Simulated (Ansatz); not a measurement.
# LiSc3 (built on the sites of a database entry of LiAl3): following an unstable mode

Wanted: the energy along a soft mode of LiSc3 (built on the sites of a database entry of LiAl3) and the structure at the end.

Method: DFT PBEsol, scalar-relativistic, plane waves, PAW, in Ansatz 0.2.0.

The structure was built from a prototype and need not be the compound's stable phase.

## (1) The starting structure

It takes space group Pm-3m (No. 221, cubic). Conventional cell: a = 4.476 Å, b = 4.476 Å, c = 4.476 Å, α = 90.00°, β = 90.00°, γ = 90.00°. Li has 12 Sc at 3.16 Å nearest. Nearest to Sc lie 4 Li at 3.16 Å and 8 Sc at 3.16 Å. Farther neighbours are not listed.

## (2) Phonons on a q mesh

The cell comes from relaxations at this level that are not shown. Stability and thermal properties need the whole zone. Linear response on a 4×4×4 q mesh gives force constants as far as a supercell of that size would.

input.yaml reads:

```yaml
crystal:
  lattice:
    - [4.4755295906, 0.0, 0.0]
    - [0.0, 4.4755295906, 0.0]
    - [0.0, 0.0, 4.4755295906]
  atoms:
    - { symbol: Li, position: [0.0, 0.0, 0.0] }
    - { symbol: Sc, position: [0.5, 0.5, 0.0] }
    - { symbol: Sc, position: [0.5, 0.0, 0.5] }
    - { symbol: Sc, position: [0.0, 0.5, 0.5] }
kpoints:
  mp_grid: { grid: [12, 12, 12] }
hamiltonian:
  xc: pbesol
scf:
  occupations: { method: methfessel_paxton, width: 0.2 }
output:
  eigenvalues: true
phonons:
  method: dfpt
  qmesh: [4, 4, 4]
  temperatures: { t_max: 1000, t_step: 50 }
  qpath:
    path:
      - [[0.0, 0.0, 0.0], [0.0, 0.5, 0.0], [0.5, 0.5, 0.0], [0.0, 0.0, 0.0], [0.5, 0.5, 0.5], [0.0, 0.5, 0.0]]
      - [[0.5, 0.5, 0.5], [0.5, 0.5, 0.0]]
    npoints: 10
```

Command:

```
ansatz run input.yaml --threads 4 --pin off --max-ram 14336MiB --backend cpu --events-out ev --progress --plain --runs-dir out
```

Numbers of over 12 decimals in the logs are rounded to 6 here.

Log:

```text
Engine: ansatz 0.2.0, aarch64-unknown-linux-gnu
Pseudopotentials: kind: paw
Pseudopotential: Li, paw, valence charge 3, recommended cutoff 420 eV (normal), Li.paw.azcp
Pseudopotential: Sc, paw, valence charge 11, recommended cutoff 420 eV (normal), Sc.paw.azcp
Functional definition: PBEsol
  exchange = pbesol_x
  correlation = pbesol_c
Crystal: 4 atoms, lattice volume = 89.646 Å³
Basis set: ecut = 420 eV, 1743 PW (Γ), exchange–correlation on 60×60×60 points (8 copies of the dense FFT grid, shifted against one another)
Bands: 22, of which v1, the nominal top of the filled ones, is band 18 counted from 1 (17 counted from 0)
Symmetry: 48 space group operations
k-points: 84 of 1728
Non-local potential: Li, projectors of the file, l = 0: 3, l = 1: 2, l = 2: 1
Non-local potential: Sc, projectors of the file, l = 0: 3, l = 1: 2, l = 2: 3, l = 3: 1
PAW form: soft (Blöchl's): semilocal exchange-correlation on the pseudo side does not see the compensation charge
PAW frozen core: Sc, regenerated for the run's functional, and the local potential with it (the file was generated under x = pbe(κ = 0.804, μ = 0.219515), c = pbe(β = 0.066725))
PAW one-centre angular grid: Li, 110 points (default); XC on 64 Gauss nodes
PAW one-centre angular grid: Sc, 590 points (default); XC on 64 Gauss nodes
Initial density: superposition of atomic densities (neutral atoms: chi_scale 0, normalization atom), corrected by the library's trained network
Initial wavefunctions: pseudopotential atomic-orbital guess
Functional: x = pbesol(κ = 0.804, μ = 0.123457), c = pbesol(β = 0.046)
SCF iter   1: F=—  HF=-6536.180666 eV  |F-HF|=—  |Δ(HF+E_count)|=         —  Δρ=4.67e-3  dr2=2.69e-2  ethr=1.77e-3  ⟨swp⟩=3.6  Hψ=15319  notcnv=0
automatic band count: the SCF goes on with 26 bands, as 22 were too few: they end inside the smearing window of the response
preconditioner: auto → Kerker (q_TF=auto, 2.343 Å⁻¹)  [metal: Δε(μ)=0.007 eV  Ē_g=2.683 eV  σ=0.200 eV  W_gap=0.03  n_scr=18 (ndim 8)  ℏωp=12.4 eV  f_vac=0.000  D(μ)=9.57/eV (n_scr^D=122)]
SCF iter   2: F=—  HF=-6536.174065 eV  |F-HF|=—  |Δ(HF+E_count)|=   6.60e-3  S|Δr|=    0.00e0  Δρ=2.13e-3  dr2=5.68e-3  ethr=7.48e-5  ⟨swp⟩=1.0  Hψ=2856  notcnv=0  defer=1
SCF iter   3: F=—  HF=-6536.172713 eV  |F-HF|=—  |Δ(HF+E_count)|=   1.35e-3  S|Δr|=    0.00e0  Δρ=6.11e-4  dr2=4.24e-4  ethr=1.58e-5  ⟨swp⟩=2.2  Hψ=2724  notcnv=0  defer=1
SCF iter   4: F=—  HF=-6536.172613 eV  |F-HF|=—  |Δ(HF+E_count)|=   1.00e-4  S|Δr|=    0.00e0  Δρ=1.03e-4  dr2=1.76e-5  ethr=1.18e-6  ⟨swp⟩=1.9  Hψ=2323  notcnv=0  defer=1
SCF iter   5: F=—  HF=-6536.172610 eV  |F-HF|=—  |Δ(HF+E_count)|=   3.43e-6  S|Δr|=    0.00e0  Δρ=2.75e-5  dr2=7.20e-7  ethr=4.90e-8  ⟨swp⟩=2.0  Hψ=2526  notcnv=0  defer=1
SCF iter   6: F=—  HF=-6536.172610 eV  |F-HF|=—  |Δ(HF+E_count)|=   1.59e-7  S|Δr|=    0.00e0  Δρ=8.25e-6  dr2=8.33e-8  ethr=2.00e-9  ⟨swp⟩=2.8  Hψ=3742  notcnv=0  defer=1
SCF iter   7: F=—  HF=-6536.172610 eV  |F-HF|=—  |Δ(HF+E_count)|=   1.63e-8  S|Δr|=    0.00e0  Δρ=1.61e-6  dr2=2.44e-9  ethr=2.32e-10  ⟨swp⟩=2.0  Hψ=3311  notcnv=0  defer=1
SCF iter   8: F=—  HF=-6536.172610 eV  |F-HF|=—  |Δ(HF+E_count)|=  4.49e-10  S|Δr|=    0.00e0  Δρ=2.74e-7  dr2=8.36e-11  ethr=6.78e-12  ⟨swp⟩=2.0  Hψ=3351  notcnv=0  defer=1
SCF iter   9: F=-6536.172610 eV  HF=-6536.172610 eV  |F-HF|=0.00e0  |Δ(HF+E_count)|=  1.82e-12  S|Δr|=    0.00e0  Δρ=3.14e-8  dr2=7.68e-13  ethr=1.00e-12  ⟨swp⟩=6.2  Hψ=8240  notcnv=0
SCF 1 converged in 9 iterations: F = -6536.172610 eV  dr2 = 7.68e-13
  greatest PAW one-centre occupation: 1.000 electrons in one spin orbital (limit 2), on the Li atom at site 0 (counted from 0), in its partial waves of l = 0
Initial density: read from a saved state, or passed on in memory by an earlier SCF of this step, an earlier step, the calling program or the single point that the run made first
iter 1 solved again at ethr=8.85e-8 eV; its pass at ethr=3.10e-3 eV (dr2=3.19e-5 eV) is discarded
SCF iter   1: F=—  HF=-6536.172609 eV  |F-HF|=—  |Δ(HF+E_count)|=         —  Δρ=8.24e-7  dr2=7.48e-10  ethr=8.85e-8  ⟨swp⟩=3.2  Hψ=11650  notcnv=0
eigensolver tolerance schedule: the retry pair's looser diagonalisation over-reported the residual by 42596.49 of it (diagonalisation noise at an unbounded share of the residual, at the tolerance the schedule requests for it); recorded, not acted on — ethr = c·dr2/N_el stays at c = 1.0e-1
preconditioner: auto → Kerker (q_TF=auto, 2.343 Å⁻¹)  [metal: Δε(μ)=0.003 eV  Ē_g=1.908 eV  σ=0.200 eV  W_gap=0.01  n_scr=18 (ndim 8)  ℏωp=12.4 eV  f_vac=0.000  D(μ)=9.75/eV (n_scr^D=122)]
SCF iter   2: F=—  HF=-6536.172610 eV  |F-HF|=—  |Δ(HF+E_count)|=   1.01e-6  S|Δr|=    0.00e0  Δρ=4.45e-7  dr2=2.19e-10  ethr=2.08e-12  ⟨swp⟩=2.7  Hψ=3688  notcnv=0
SCF iter   3: F=—  HF=-6536.172610 eV  |F-HF|=—  |Δ(HF+E_count)|=  2.91e-11  S|Δr|=    0.00e0  Δρ=2.60e-7  dr2=7.36e-11  ethr=1.00e-12  ⟨swp⟩=1.0  Hψ=1848  notcnv=0
SCF iter   4: F=—  HF=-6536.172610 eV  |F-HF|=—  |Δ(HF+E_count)|=  1.09e-11  S|Δr|=    0.00e0  Δρ=1.28e-7  dr2=1.70e-11  ethr=1.00e-12  ⟨swp⟩=1.0  Hψ=1848  notcnv=0
SCF iter   5: F=-6536.172610 eV  HF=-6536.172610 eV  |F-HF|=6.37e-12  |Δ(HF+E_count)|=  9.09e-13  S|Δr|=    0.00e0  Δρ=8.12e-8  dr2=7.62e-12  ethr=1.00e-12  ⟨swp⟩=1.9  Hψ=2397  notcnv=0
SCF 2 converged in 5 iterations: F = -6536.172610 eV  dr2 = 7.62e-12
phonons: the bands overlap, so this run is a metal and interpolates without the dipole-dipole term. If the crystal is really an insulator or semiconductor, its LO-TO splitting is missing
NSCF: frozen V_eff on 84 k-points
NSCF: frozen V_eff on 343 k-points
DFPT response loops at q = (0, 0, 0) (fractional): preconditioner auto → Kerker (q_TF=auto, 2.343 Å⁻¹) (partly filled bands, converged f_vac=0.000); β = 1.00, the filter's whole step (`scf.mixing.beta` (0.50) is not read by the response loops under this deck's `scf.mixing.preconditioner`; to damp them name `kerker` or `kerker_dos`, under which they read `scf.mixing.beta`, and type it under 1.00, their step now; both keys bind the ground state too); Broyden in place of MSR1
NSCF: frozen V_eff on 1176 k-points
DFPT response loops at q = (0, 0, 0.25) (fractional): mixed as the last ones told, above
NSCF: frozen V_eff on 686 k-points
DFPT response loops at q = (0, 0, -0.5) (fractional): mixed as the last ones told, above
NSCF: frozen V_eff on 2016 k-points
DFPT response loops at q = (0, 0.25, 0.25) (fractional): mixed as the last ones told, above
NSCF: frozen V_eff on 1176 k-points
DFPT response loops at q = (0, 0.25, -0.5) (fractional): mixed as the last ones told, above
NSCF: frozen V_eff on 686 k-points
DFPT response loops at q = (0, -0.5, -0.5) (fractional): mixed as the last ones told, above
NSCF: frozen V_eff on 3456 k-points
DFPT response loops at q = (0.25, 0.25, 0.25) (fractional): mixed as the last ones told, above
NSCF: frozen V_eff on 2016 k-points
DFPT response loops at q = (0.25, 0.25, -0.5) (fractional): mixed as the last ones told, above
NSCF: frozen V_eff on 1176 k-points
DFPT response loops at q = (0.25, -0.5, -0.5) (fractional): mixed as the last ones told, above
NSCF: frozen V_eff on 686 k-points
DFPT response loops at q = (-0.5, -0.5, -0.5) (fractional): mixed as the last ones told, above
SCF converged after 9 iterations
Stability not checked: this state was not tested for a lower state beside it, because cold or Methfessel-Paxton smearing, or corrected tetrahedra, fill the levels in a way that the test cannot read (fill_not_monotonic; see scf.lower_state_search)
Free energy (F): -6536.172610 eV
Harris-Foulkes:  -6536.172610 eV  (|F-HF|=0.00e0)
Internal energy: -6536.157870 eV  (E = F + TS)
E sigma→0 (E₀):  -6536.168925 eV
Entropy (-TS):   -0.014740 eV (-3.685 meV/atom)
Fermi energy:    7.904955 eV
--- Per-component energies (eV) ---
  E_band       = -617.704524
  E_kinetic    = 802.900286
  E_local      = -2839.780432  (includes V_loc(G=0)·N_el)
  E_nonlocal   = 222.087283
  E_hartree    = 977.234758
  E_xc         = -318.762758
  E_vxc        = -396.937051  (∫ρ·V_xc dr)
  E_paw        = -2816.385792  (= ΣΔE_a)
  E_vpaw       = -360.444169  (= ΣTr[D̂ρ^β])
  E_aug_tail   = 0.000041  (compensation charges beyond the density's cutoff)
  E_ewald      = -2563.838330
  E_core_change = 0.387075  (= ΣΔE_core)
  E_smearing   = -0.014740  (= −TS)
  E_closure    = -0.000000  (closes the sum)
  Σ components = -6536.172610   (vs F -6536.172610, Δ=0.00e0)
--- Band table (eV; the first three rows and the last of 84) ---
  k-point 0: bands = [... 14 lower, 6.1391, 7.3009, 7.3009, 7.6661, 7.6661, 7.6661, 9.8382, 9.8382, ... 4 higher]
  k-point 1: bands = [... 14 lower, 6.1680, 7.2325, 7.3548, 7.6804, 7.6804, 7.6859, 9.6773, 9.6773, ... 4 higher]
  k-point 2: bands = [... 14 lower, 6.2365, 7.0406, 7.5120, 7.7209, 7.7209, 7.7424, 9.4130, 9.4130, ... 4 higher]
  k-point 83: bands = [... 14 lower, 6.6218, 6.6218, 6.6218, 8.1147, 8.1147, 8.1147, 8.2540, 9.2752, ... 4 higher]
--- Phonons (Γ-DFPT): 3 representative perturbations + reference (Σ response iterations 9) ---
  ASR residual: 2.145e-5 → 0.000e0 eV/Å²; symmetrization residual: 1.750e-6 eV/Å²
  ASR residual per site (eV/Å²): 3.98e-6 2.15e-5 2.15e-5 2.15e-5
  Γ frequencies (cm⁻¹): 0.00 0.00 0.00 133.40 133.40 133.40 236.50 236.50 236.50 320.18 320.18 320.18
--- Phonons (arbitrary-q DFPT): 10 irreducible q on the 4×4×4 mesh ---
  q = [0.0000, 0.0000, 0.0000] (star 1, of the zone-centre solve; hermiticity 5.49e-7, symmetrization 1.59e-12): -0.00 -0.00 0.00 133.40 133.40 133.40 236.50 236.50 236.50 320.18 320.18 320.18
  q = [0.0000, 0.0000, 0.2500] (star 6, 7 solved perturbations in 3612 linear systems a pass and spin channel, the states on 588 of 1728 k-point pairs; hermiticity 4.36e-7, symmetrization 1.71e-12): 49.65 49.65 64.87 114.20 126.48 126.48 207.74 215.18 215.18 318.27 318.27 319.48
  q = [0.0000, 0.0000, -0.5000] (star 3, 7 solved perturbations in 2107 linear systems a pass and spin channel, the states on 343 of 1728 k-point pairs; hermiticity 1.19e-7, symmetrization 2.25e-12): 87.79 87.79 102.81 106.03 106.03 111.85 165.51 192.13 192.13 317.68 317.68 317.91
  q = [0.0000, 0.2500, 0.2500] (star 12, 7 solved perturbations in 6132 linear systems a pass and spin channel, the states on 1008 of 1728 k-point pairs; hermiticity 3.84e-7, symmetrization 1.42e-13): -29.52 67.01 80.33 104.14 121.51 136.11 174.96 196.22 214.20 314.52 316.41 317.29
  q = [0.0000, 0.2500, -0.5000] (star 12, 12 solved perturbations on 588 of 1728 k-point pairs; hermiticity 4.91e-7, symmetrization 1.81e-13): -36.86 71.28 90.74 100.71 107.89 146.14 156.31 172.17 197.75 312.45 313.69 314.61
  q = [0.0000, -0.5000, -0.5000] (star 3, 7 solved perturbations in 2107 linear systems a pass and spin channel, the states on 343 of 1728 k-point pairs; hermiticity 1.00e-7, symmetrization 2.98e-13): -61.07 93.43 93.43 101.18 111.63 111.63 134.69 173.18 206.96 309.82 310.83 310.83
  q = [0.2500, 0.2500, 0.2500] (star 8, 3 solved perturbations in 3600 linear systems a pass and spin channel, the states on 1728 of 1728 k-point pairs; hermiticity 2.92e-7, symmetrization 9.95e-13): -35.55 -35.55 -19.50 122.29 122.29 136.37 169.34 169.34 224.08 309.90 309.90 312.46
  q = [0.2500, 0.2500, -0.5000] (star 12, 7 solved perturbations in 6132 linear systems a pass and spin channel, the states on 1008 of 1728 k-point pairs; hermiticity 2.06e-7, symmetrization 6.85e-13): -75.39 -48.20 -41.56 101.70 136.02 150.51 155.26 162.08 219.22 305.45 307.74 308.76
  q = [0.2500, -0.5000, -0.5000] (star 6, 7 solved perturbations in 3612 linear systems a pass and spin channel, the states on 588 of 1728 k-point pairs; hermiticity 5.14e-7, symmetrization 2.22e-13): -99.14 -85.50 -85.50 101.03 118.40 157.33 157.33 172.53 230.94 301.86 302.03 302.03
  q = [-0.5000, -0.5000, -0.5000] (star 1, 3 solved perturbations in 735 linear systems a pass and spin channel, the states on 343 of 1728 k-point pairs; hermiticity 5.10e-7, symmetrization 3.33e-12): -127.30 -127.30 -127.30 100.15 100.15 172.80 172.80 172.80 250.22 294.12 294.12 294.12
  sum rule: each row above includes the acoustic sum rule's correction from the zone centre's row sums; it moved no ω² by more than (0.39 cm⁻¹)²
  mesh force constants: q→R imaginary residual 7.00e-19; ASR residual 2.145e-5 → 0.000e0 eV/Å²; symmetrization residual 4.441e-15 eV/Å²
  interpolated dispersion: 62 rows × 12 modes
  density of states and harmonic sums: on the 16×16×16 q-mesh, interpolated from the force constants of a 4×4×4 supercell (no non-analytic term)
  largest difference from the sums on the solved wave vectors: F 1.38e-1 eV, S 1.79e-4 and C_V 4.09e-5 eV/K
  zero-point energy: 0.122017 eV/cell   skipped modes (ω ≤ 0): 211, of them read as no rigid motion or as one in doubt: 208 (1.263e0 modes/cell left out, lowest -127.30 cm⁻¹)   left out of the sums: 1.05e-1 of the cell's modes: C_V's classical limit lies that fraction below 3 k_B per atom; for a crystal, a wire or a layer, F and S can be off by more, and a phonons.interpolated_qmesh denser along its periods is the remedy for the sampling
```

Elapsed: 28 min, on 4 threads of Arm Neoverse V2, shared host; peak memory 8.5 GiB; 1.9 h of CPU time.

The column dr2 measures how far the density is from self-consistency, as an energy; F and HF (Harris–Foulkes) agree once it is small.

This step gave:

| Item | Value |
| --- | --- |
| volume per atom | 22.41 Å³ |
| gap on the k-mesh | 0 eV |
| sum-rule residual before enforcement | 2.15e-5 eV/Å² |
| lowest frequency on the path | -127.3 cm⁻¹ |
| point group | m-3m |
| highest frequency on the path or at a solved wavevector | 320.2 cm⁻¹ |
| highest optical mode at the zone centre (no LO-TO term) | 320.2 cm⁻¹ |
| lowest optical zone-centre mode | 133.4 cm⁻¹ |
| lowest mode on the q mesh (acoustic modes at Γ apart) | -127.3 cm⁻¹ |

Frequencies (cm⁻¹) solved at each irreducible wavevector; negative means imaginary. Frequencies by wavevector, by row:

| q in reciprocal lattice units | star | mode 1 | mode 2 | mode 3 | mode 4 | mode 10 | mode 11 | mode 12 |
| --- | --- | --- | --- | --- | --- | --- | --- | --- |
| 0 0 0 | 1 | 0 | 0 | 0 | 133.4 | 320.2 | 320.2 | 320.2 |
| 0 0 0.25 | 6 | 49.6 | 49.6 | 64.9 | 114.2 | 318.3 | 318.3 | 319.5 |
| 0 0 -0.5 | 3 | 87.8 | 87.8 | 102.8 | 106 | 317.7 | 317.7 | 317.9 |
| 0 0.25 0.25 | 12 | -29.5 | 67 | 80.3 | 104.1 | 314.5 | 316.4 | 317.3 |
| 0 0.25 -0.5 | 12 | -36.9 | 71.3 | 90.7 | 100.7 | 312.4 | 313.7 | 314.6 |
| 0 -0.5 -0.5 | 3 | -61.1 | 93.4 | 93.4 | 101.2 | 309.8 | 310.8 | 310.8 |
| 0.25 0.25 0.25 | 8 | -35.5 | -35.5 | -19.5 | 122.3 | 309.9 | 309.9 | 312.5 |
| 0.25 0.25 -0.5 | 12 | -75.4 | -48.2 | -41.6 | 101.7 | 305.4 | 307.7 | 308.8 |
| 0.25 -0.5 -0.5 | 6 | -99.1 | -85.5 | -85.5 | 101 | 301.9 | 302 | 302 |
| -0.5 -0.5 -0.5 | 1 | -127.3 | -127.3 | -127.3 | 100.2 | 294.1 | 294.1 | 294.1 |

Interpolated from a 4×4×4 q mesh. The phonon branches at the labelled points (cm⁻¹):

| point | branch 1 | branch 2 | branch 3 | branch 4 | branch 9 | branch 10 | branch 11 | branch 12 |
| --- | --- | --- | --- | --- | --- | --- | --- | --- |
| Γ | 0 | 0 | 0 | 133 | 236 | 320 | 320 | 320 |
| halfway | 50 | 50 | 65 | 114 | 215 | 318 | 318 | 320 |
| X | 88 | 88 | 103 | 106 | 192 | 318 | 318 | 318 |
| halfway | -37 | 71 | 91 | 101 | 198 | 312 | 314 | 315 |
| M | -61 | 93 | 93 | 101 | 207 | 310 | 311 | 311 |
| halfway | -30 | 67 | 80 | 104 | 214 | 314 | 316 | 317 |
| Γ | 0 | 0 | 0 | 133 | 236 | 320 | 320 | 320 |
| halfway | -36 | -36 | -20 | 122 | 224 | 310 | 310 | 312 |
| R | -127 | -127 | -127 | 100 | 250 | 294 | 294 | 294 |
| halfway | -75 | -48 | -42 | 102 | 219 | 305 | 308 | 309 |
| X | 88 | 88 | 103 | 106 | 192 | 318 | 318 | 318 |
| jump to R | -127 | -127 | -127 | 100 | 250 | 294 | 294 | 294 |
| halfway | -99 | -86 | -86 | 101 | 231 | 302 | 302 | 302 |
| M | -61 | 93 | 93 | 101 | 207 | 310 | 311 | 311 |

Symmetry leaves 10 wavevectors to solve. The lowest mode among them, the acoustic zeros apart, lies at q = (-0.5, -0.5, -0.5) and is imaginary, 127.3i cm⁻¹, so the energy falls along it.

## (3) The mode frozen in, largest atomic shift 0 Å

The mode followed lies at q = (-0.5, -0.5, -0.5) with frequency 127.3i cm⁻¹ and is 3-fold degenerate, the softest among the wavevectors solved. At small amplitude the distorted cell has space group no. 167 by a symmetry search on the positions. The undistorted cell that holds it gives the zero of energy on the same k mesh.

System of this step: LiSc3 (built on the sites of a database entry of LiAl3). Symmetry: Pm-3m, No. 221, cubic system. Conventional cell: a = 4.476 Å, b = 4.476 Å, c = 4.476 Å, α = 90.00°, β = 90.00°, γ = 90.00°. Li has 12 Sc at 3.16 Å nearest. Sc has 8 Sc at 3.16 Å and 4 Li at 3.16 Å nearest. Farther neighbours are not listed.

input.yaml reads:

```yaml
crystal:
  lattice:
    - [4.4755295906, 4.4755295906, 0.0]
    - [4.4755295906, 0.0, 4.4755295906]
    - [4.4755295906, 0.0, -4.4755295906]
  atoms:
    - { symbol: Li, position: [0.0, 0.5, 0.5] }
    - { symbol: Li, position: [0.0, 0.0, 0.0] }
    - { symbol: Sc, position: [0.5, 0.5, 0.5] }
    - { symbol: Sc, position: [0.5, 0.0, 0.0] }
    - { symbol: Sc, position: [0.0, 0.5, 0.0] }
    - { symbol: Sc, position: [0.0, 0.0, 0.5] }
    - { symbol: Sc, position: [0.5, 0.5, 0.0] }
    - { symbol: Sc, position: [0.5, 0.0, 0.5] }
kpoints:
  mp_grid: { grid: [8, 8, 8] }
hamiltonian:
  xc: pbesol
scf:
  occupations: { method: methfessel_paxton, width: 0.2 }
output:
  forces: true
  stress: true
  eigenvalues: true
```

Log:

```text
[...]
Crystal: 8 atoms, lattice volume = 179.293 Å³
Basis set: ecut = 420 eV, 3479 PW (Γ), exchange–correlation on 90×90×90 points (8 copies of the dense FFT grid, shifted against one another)
Bands: 44, of which v1, the nominal top of the filled ones, is band 36 counted from 1 (35 counted from 0)
Symmetry: 96 space group operations
[...]
k-points: 29 of 512
[...]
k-point 0: bands = [... 32 lower, 7.3010, 7.3010, 7.6660, 7.6660, 7.6660, 8.1148, 8.1148, 8.1148, ... 4 higher]
  k-point 1: bands = [... 32 lower, 7.2880, 7.2880, 7.6540, 7.7126, 7.7126, 8.0871, 8.0913, 8.0913, ... 4 higher]
  k-point 2: bands = [... 32 lower, 7.2456, 7.2456, 7.6132, 7.8419, 7.8433, 7.8433, 8.0647, 8.0647, ... 4 higher]
  k-point 28: bands = [... 32 lower, 7.3695, 7.3695, 7.9478, 7.9478, 8.0794, 8.0794, 8.3667, 8.3667, ... 4 higher]
[key lines of the parts left out:]
SCF converged after 7 iterations
Free energy (F): -13072.345068 eV
Fermi energy:    7.904640 eV
P = ⅓ Tr σ = -0.0013 GPa (-0.013 kbar)
```

It took 3 s on 4 threads; peak memory 0.64 GiB.

This step gave:

```
pressure                         : -0.001330 GPa
energy from the undistorted cell : 0 meV/atom
```

The run ends at a pressure of 0.00 GPa.

(Part 1 of 2 ends here.)

[Logs are printed without paths, hosts, clocks, repeated set-up lines and the standing remarks that a program may print on its own settings, such as how far it seeks lower states.]

[Hosts, paths, dates, database ids (printed as entryN), source tags and the programs' standing remarks are cut or masked in the printed files.]
